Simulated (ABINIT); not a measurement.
Entries from a set of simulations; values are calculated unless marked as measured.

```
Quasiparticle gap of BaLiF3 (Pm-3m) in ABINIT
1.0
     3.98858    0.00000    0.00000
     0.00000    3.98858    0.00000
     0.00000    0.00000    3.98858
Ba Li F
1 1 3
Direct
  0.00000 0.00000 0.00000
  0.50000 0.50000 0.50000
  0.00000 0.50000 0.50000
  0.50000 0.50000 0.00000
  0.50000 0.00000 0.50000
# method: RPA screening on LDA, plane waves, norm-conserving pseudopotentials (and 2 further levels or steps)
# program: ABINIT 10.8.3
# settings: cutoff 36 Ha, PseudoDojo scalar-relativistic 0.4.1 standard, norm-conserving, ngkpt (2, 2, 2), nband 43, ecuteps 3.2 Ha, inclvkb 2, shiftk (0, 0, 0), symchi 1, awtr 1, frequency ppm, 2×2×2 k-mesh
# cost: 5 runs, 53 s in all on 4 MPI ranks of Arm Neoverse V2, shared host
# notes: The cell and positions are those that the Materials Project relaxed with its own functionals (PBE, PBE+U or r2SCAN), kept fixed. Limits: no spin-orbit coupling. The 2×2×2 mesh is coarse for this cell, which bears on the long-range parts of exchange and screening.
# LDA gap: 6.55 eV, direct
# G0W0 gap on the mesh: 10.29 eV
# GW settings: 2×2×2 mesh, 43 bands, screening to 87.1 eV, Godby-Needs plasmon pole
# known limits: short of the basis limit; no spin-orbit coupling; coarse k mesh
```

[Long decimals in the printed logs are rounded to 6 places.]

[Logs are printed without paths, hosts, clocks, repeated set-up lines and the standing remarks that a program may print on its own settings, such as how far it seeks lower states.]

[Paths, hosts, dates, memory and timing lines, banners, echoed tables and standing remarks are left out of the program output; an Ansatz launch command may be rebuilt from the run's recorded settings. Measured values are a selection of at most five: reports struck by readers or far from the other reports are left out. None is set beside runs whose start may be inverted or whose files or cutoffs have a known fault.]

[Runs of the session that timed out or met a known fault of the program may be left out.]

[Hosts, paths, dates, database ids (printed as entryN), source tags and the programs' standing remarks are cut or masked in the printed files.]

[G0W0 gaps are taken among the corrected bands and points alone; a level outside them can change the order at an edge.]

[Where Ansatz stands beside ABINIT at settings called matched, ABINIT's density can come from a denser mesh and the files from another edition; pairs whose starting gaps differed by over 0.03 eV were left out, so agreement reads better than it is.]
